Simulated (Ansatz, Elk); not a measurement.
# Bonding as seen by X-rays: ZnGaGeH

Structure refinements treat a crystal as free atoms side by side. For a made-up structure of ZnGaGeH (cell and positions from a PBE relaxation) the runs below show what the calculated density changes in F(hkl).

Main program and level: Elk 11.2.3 (patched build); DFT, PBE, all-electron APW+lo, Dirac cores, scalar-relativistic bands, static density, no spin.

The structure was built from a prototype and need not be the compound's stable phase.

### Step 1. The starting structure

The structure is trigonal, space group P3m1 (No. 156). The conventional cell has a = 3.964 Å, b = 3.964 Å, c = 5.202 Å, α = 90.00°, β = 90.00°, γ = 120.00°. Ge has 3 Ga at 2.57 Å and 3 Zn at 2.60 Å nearest. Nearest to Ga lie 1 H at 1.62 Å and 3 Ge at 2.57 Å. Zn has 3 H at 2.58 Å and 3 Ge at 2.60 Å nearest. H has 1 Ga at 1.62 Å nearest. Farther neighbours are not listed.

As a file:

```cif
data_structure
_symmetry_space_group_name_H-M 'P3m1'
_symmetry_Int_Tables_number 156
_cell_length_a 3.9639
_cell_length_b 3.9639
_cell_length_c 5.2022
_cell_angle_alpha 90.000
_cell_angle_beta 90.000
_cell_angle_gamma 120.000
_cell_volume 70.79
loop_
_atom_site_label
_atom_site_type_symbol
_atom_site_symmetry_multiplicity
_atom_site_Wyckoff_symbol
_atom_site_fract_x
_atom_site_fract_y
_atom_site_fract_z
_atom_site_occupancy
Ge1 Ge 1 c 0.66667 0.33333 0.34518 1
Ga1 Ga 1 a 0.00000 0.00000 0.56869 1
Zn1 Zn 1 b 0.33333 0.66667 0.10832 1
H1 H 1 a 0.00000 0.00000 0.88090 1
```

### Step 2. Ground state and structure factors

An all-electron density is needed, since X-rays see the cores too. Task 0 finds the density and task 195 Fourier-transforms it; tshift is off so that phases refer to the origin typed.

elk.in

```
tasks
  0
  195

xctype
  20

spinpol
  .false.

rgkmax
  7.0

gmaxvr
  14.0

lmaxo
  7

lmaxapw
  8

swidth
  0.002

tshift
  .false.

hmaxvr
  5.5

maxscl
  120

epspot
  1e-06

sppath
  './'

avec
  7.49059791650 0.00000000000 0.00000000000
  -3.74529895825 6.48704808523 -0.00000000000
  0.00000000000 0.00000000000 9.83082317099

atoms
  4
  'Ge.in'
  1
  0.6666666667 0.3333333333 0.3451811357   0.000000 0.000000 0.000000
  'Ga.in'
  1
  0.0000000000 0.0000000000 0.5686894027   0.000000 0.000000 0.000000
  'Zn.in'
  1
  0.3333333333 0.6666666667 1.1083246400   0.000000 0.000000 0.000000
  'H.in'
  1
  -0.0000000000 -0.0000000000 0.8809048217   0.000000 0.000000 0.000000

ngridk
  7 7 5
```

Launch:

```bash
> OMP_NUM_THREADS=4 elk
```

Numbers of over 12 decimals in the logs are rounded to 6 here.

The log of the run:

```text
┌─────────────────────────┐
│ Elk code version 11.2.3 │
└─────────────────────────┘

All units are atomic (Hartree, Bohr, etc.)

┌─────────────────────────────────────────────────┐
│ Ground-state run starting from atomic densities │
└─────────────────────────────────────────────────┘

Lattice vectors :
   7.490597916       0.000000000       0.000000000
  -3.745298958       6.487048085      -0.000000000
   0.000000000       0.000000000       9.830823171

Reciprocal lattice vectors :
  0.8388095820      0.4842869380      -0.000000000
   0.000000000      0.9685738759       0.000000000
  -0.000000000       0.000000000      0.6391311488

Unit cell volume      :    477.6980704
Brillouin zone volume :   0.5192614934

Muffin-tin inner radius fraction :   0.1000000000E-01

Nuclei treated as point charges

Species : 1 (Ge)
 parameters loaded from : Ge.in
 name : germanium
 nuclear charge    :   -32.00000000
 electronic charge :    32.00000000
 atomic mass :    132414.6196
 muffin-tin radius :    2.400000000
 number of radial points in muffin-tin :    993
 inner part over the whole radius :   0.9906635991E-02
 number on inner part of muffin-tin    :    702
 approximate nuclear radius :   0.7637961215E-04
 number of mesh points to nuclear radius :    340
 atomic positions (lattice), magnetic fields (Cartesian) :
  1 :   0.66666667  0.33333333  0.34518114    0.00000000  0.00000000  0.00000000

Species : 2 (Ga)
 parameters loaded from : Ga.in
 name : gallium
 nuclear charge    :   -31.00000000
 electronic charge :    31.00000000
 atomic mass :    127097.2539
 muffin-tin radius :    1.906948153
 number of radial points in muffin-tin :    993
 inner part over the whole radius :   0.9848043981E-02
 number on inner part of muffin-tin    :    697
 approximate nuclear radius :   0.7562051033E-04
 number of mesh points to nuclear radius :    344
 atomic positions (lattice), magnetic fields (Cartesian) :
  1 :   0.00000000  0.00000000  0.56868940    0.00000000  0.00000000  0.00000000

Species : 3 (Zn)
 parameters loaded from : Zn.in
 name : zinc
 nuclear charge    :   -30.00000000
 electronic charge :    30.00000000
 atomic mass :    119233.3130
 muffin-tin radius :    2.400000000
 number of radial points in muffin-tin :    993
 inner part over the whole radius :   0.9843840322E-02
 number on inner part of muffin-tin    :    701
 approximate nuclear radius :   0.7484757725E-04
 number of mesh points to nuclear radius :    337
 atomic positions (lattice), magnetic fields (Cartesian) :
  1 :   0.33333333  0.66666667  0.10832464    0.00000000  0.00000000  0.00000000

Species : 4 (H)
 parameters loaded from : H.in
 name : hydrogen
 nuclear charge    :   -1.000000000
 electronic charge :    1.000000000
 atomic mass :    1837.362221
 muffin-tin radius :    1.112386423
 number of radial points in muffin-tin :    393
 inner part over the whole radius :   0.9819791085E-02
 number on inner part of muffin-tin    :    256
 approximate nuclear radius :   0.2766748019E-04
 number of mesh points to nuclear radius :     79
 atomic positions (lattice), magnetic fields (Cartesian) :
  1 :   0.00000000  0.00000000  0.88090482    0.00000000  0.00000000  0.00000000

Total number of atoms per unit cell :    4
Total muffin-tin volume :    150.6246857
 ratio of muffin-tin to unit cell volume :   0.3153135736

Spin treatment :
 spin-unpolarised

Number of Bravais lattice symmetries :   24
Number of crystal symmetries         :    6
Crystal has no inversion symmetry
Complex Hermitian eigensolver will be used

k-point grid :      7     7     5
k-point offset :    0.000000000       0.000000000       0.000000000
k-point set is reduced with full crystal symmetry group
Total number of k-points :       60

Muffin-tin radius times maximum |G+k| :    7.000000000
 using average radius
Maximum |G+k| for APW functions       :    3.580867365
Maximum (1/2)|G+k|²                   :    6.411305544
Maximum |G| for potential and density :    14.00000000
Constant for pseudocharge density :    8
[...]
at k-point 31

Charges :
 core                        :    48.00000000
 valence                     :    46.00000000
 interstitial                :    5.591627124
 muffin-tins (core leakage)
  species : 1 (Ge)
   atom 1                    :    30.69551247     (  0.3408971677E-03)
  species : 2 (Ga)
   atom 1                    :    28.55576977     (  0.1002693976E-01)
  species : 3 (Zn)
   atom 1                    :    28.56753024     (  0.8351277448E-04)
  species : 4 (H)
   atom 1                    :   0.5895603920     (   0.000000000    )
 total in muffin-tins        :    88.40837288
 total calculated charge     :    93.98952849
 total charge                :    94.00000000
 error                       :   0.1047151221E-01

RMS change in Kohn-Sham potential (target) :    33.20593503     (  0.1000000000E-05)
Absolute change in total energy (target)   :   0.1931692795     (  0.1000000000E-03)

[... loops 3 to 21 left out ...]

┌──────────────────┐
│ Loop number : 22 │
└──────────────────┘

Energies :
 Fermi                       :     0.153617
 sum of occupied eigenvalues :     -3357.8481211138
 electron kinetic            :      5955.6435855539
 core electron kinetic       :      5450.1731049704
 Coulomb                     :     -11568.083587252
 Coulomb potential           :     -9017.7579651433
 nuclear-nuclear             :     -714.11337069784
 electron-nuclear            :     -12705.412143646
 Hartree                     :      1851.4419270925
 Madelung                    :     -7059.2046046800
 xc potential                :     -295.73374152441
 exchange                    :     -222.87919273969
 correlation                 :     -4.535213
 electron entropic           :    -0.25110618584221E-03
 total energy                :     -5839.8546584506

Density of states at Fermi energy :    16.84252436
 (states/Hartree/unit cell)

Estimated indirect band gap :   0.4481446700E-02
 from k-point 10 to k-point 15
Estimated direct band gap   :   0.2572177034E-01
 at k-point 15

Charges :
 core                        :    48.00000000
 valence                     :    46.00000000
 interstitial                :    5.525008768
 muffin-tins (core leakage)
  species : 1 (Ge)
[...]
species : 2 (Ga)
[...]
species : 3 (Zn)
[...]
species : 4 (H)
   atom 1                    :   0.5184037345     (   0.000000000    )
 total in muffin-tins        :    88.47499123
 total calculated charge     :    93.98988779
 total charge                :    94.00000000
 error                       :   0.1011221235E-01

RMS change in Kohn-Sham potential (target) :   0.6180410513E-06 (  0.1000000000E-05)
Absolute change in total energy (target)   :   0.2797214620E-06 (  0.1000000000E-03)

Convergence targets achieved

┌──────────────────┐
│ Loop number : 23 │
└──────────────────┘

Energies :
 Fermi                       :     0.153617
 sum of occupied eigenvalues :     -3357.8481212431
 electron kinetic            :      5955.6435858586
 core electron kinetic       :      5450.1731049228
 Coulomb                     :     -11568.083587648
 Coulomb potential           :     -9017.7579650115
 nuclear-nuclear             :     -714.11337069784
 electron-nuclear            :     -12705.412144563
 Hartree                     :      1851.4419276128
 Madelung                    :     -7059.2046051420
 xc potential                :     -295.73374209032
 exchange                    :     -222.87919277017
 correlation                 :     -4.535213
 electron entropic           :    -0.25110618246307E-03
 total energy                :     -5839.8546585727

Density of states at Fermi energy :    16.84252409
 (states/Hartree/unit cell)

Estimated indirect band gap :   0.4481447013E-02
 from k-point 10 to k-point 15
Estimated direct band gap   :   0.2572176999E-01
 at k-point 15

Charges :
 core                        :    48.00000000
 valence                     :    46.00000000
 interstitial                :    5.525008758
 muffin-tins (core leakage)
  species : 1 (Ge)
   atom 1                    :    30.58547686     (  0.3363765076E-03)
  species : 2 (Ga)
   atom 1                    :    28.58175615     (  0.9692401577E-02)
  species : 3 (Zn)
   atom 1                    :    28.78935450     (  0.8030884774E-04)
  species : 4 (H)
   atom 1                    :   0.5184037346     (   0.000000000    )
 total in muffin-tins        :    88.47499124
 total calculated charge     :    93.98988779
 total charge                :    94.00000000
 error                       :   0.1011221238E-01

┌──────────────────────────────┐
│ Self-consistent loop stopped │
└──────────────────────────────┘

Warning : core states of species 1 leak from the muffin-tin :   0.3363765076E-03

Warning : core states of species 2 leak from the muffin-tin :   0.9692401577E-02

Wrote STATE.OUT
```

Wall time 83 s (4 threads of Arm Neoverse V1, shared host); peak memory 0.17 GiB; 5 min of CPU time.

SFACRHO.OUT:

```text

h k l indices transformed by vhmat matrix:
   1.000000000       0.000000000       0.000000000    
   0.000000000       1.000000000       0.000000000    
   0.000000000       0.000000000       1.000000000    

      h      k      l  multipl.   |H|            Re(F)            Im(F)           |F|

      0      0      0      1   0.0000000       93.999999      0.98388120E-16   93.999999    
      0      0      1      1  0.63913115      -20.648180       29.683086       36.158442    
      0      0     -1      1  0.63913115      -20.648180      -29.683086       36.158442    
      0      1      0      3  0.96857388      0.74786409       1.4337120       1.6170438    
      0     -1      0      3  0.96857388      0.74786409      -1.4337120       1.6170438    
     -1      1     -1      3   1.1604413      -30.559914       59.991021       67.326302    
      0      1      1      3   1.1604413      -30.559914      -59.991021       67.326302    
     -1      0     -1      3   1.1604413      -19.947472      0.34271374       19.950415    
     -1      1      1      3   1.1604413      -19.947472     -0.34271377       19.950415    
      0      0     -2      1   1.2782623       11.979663      -18.306017       21.877445    
      0      0      2      1   1.2782623       11.979663       18.306017       21.877445    
      0      1      2      3   1.6037736       55.727123       5.6802202       56.015865    
     -1      0     -2      3   1.6037736      -21.321529      -28.976791       35.975853    
     -1      1      2      3   1.6037736      -21.321529       28.976791       35.975853    
      1      0     -2      3   1.6037736       55.727123      -5.6802202       56.015865    
      1     -2      0      6   1.6776192       69.200056      0.86622646E-09   69.200056    
      2     -1     -1      6   1.7952422      -16.175771      -22.932901       28.063741    
      1     -2      1      6   1.7952422      -16.175771       22.932901       28.063741
```

Elk indexes on the primitive cell of elk.in and gives |H| = 4π sin θ/λ in inverse bohr. Below, one row stands for each form hkl of the conventional cell (m members, Friedel mates merged), F is for one primitive cell and the density is static (no thermal factor). Free-atom factors are Waasmaier and Kirfel's, and R is Σm||F|−|F'||/Σm|F|.

```csv
hkl,m,sin θ/λ (Å⁻¹),"abs F, DFT",neutral atoms,diff.,abs of complex diff.
001,2,0.096,36.158,35.992,+0.166,0.182
100,6,0.146,1.617,1.354,+0.263,0.263
011,6,0.174,67.326,67.357,-0.030,0.083
101,6,0.174,19.950,20.160,-0.210,0.263
002,2,0.192,21.877,22.194,-0.317,0.331
012,6,0.241,56.016,56.377,-0.361,0.370
102,6,0.241,35.976,36.280,-0.304,0.328
110,6,0.252,69.200,69.589,-0.388,0.388
111,12,0.270,28.064,28.365,-0.302,0.304
003,2,0.288,6.546,6.746,-0.199,0.239
200,6,0.291,1.231,1.256,-0.025,0.100
021,6,0.307,16.235,16.405,-0.170,0.202
201,6,0.307,54.923,55.275,-0.352,0.355
112,12,0.317,18.022,18.200,-0.178,0.181
013,6,0.323,5.405,5.464,-0.059,0.108
103,6,0.323,61.353,61.719,-0.366,0.375
202,6,0.349,47.441,47.746,-0.305,0.307
022,6,0.349,30.889,30.934,-0.045,0.058
```

### Step 3. What came out

```json
{
  "R against neutral atoms, sin θ/λ < 0.3 Å⁻¹": "0.73 %",
  "R against neutral atoms, 0.3 to 0.82 Å⁻¹": "0.24 %"
}
```

Independent neutral atoms miss the calculated amplitudes by R = 0.73 % below 0.3 Å⁻¹ and 0.24 % from there to 0.82 Å⁻¹; by shells, 2.33 % below 0.15 Å⁻¹ (2 forms), 0.66 % 0.15 to 0.3 (9 forms), 0.39 % 0.3 to 0.45 (21 forms), 0.20 % above 0.45 (117 forms). Bonding, aspherical density and the tables' own atoms all enter these figures, and the runs don't part them. The largest change of an amplitude is -0.39 electrons, at 110. R counts amplitudes alone; phases shift too. Weak lines can change much in proportion: 100 goes from 1.35 to 1.62. The basis has no finished test. The k-mesh has no finished test. Part of the difference isn't bonding: the tables are fits to free atoms and ions calculated by other methods than this functional. Thermal motion, anomalous dispersion and extinction are left out.

[Logs are printed without paths, hosts, clocks, repeated set-up lines and the standing remarks that a program may print on its own settings, such as how far it seeks lower states.]

[Hosts, paths, dates, database ids (printed as entryN), source tags and the programs' standing remarks are cut or masked in the printed files.]
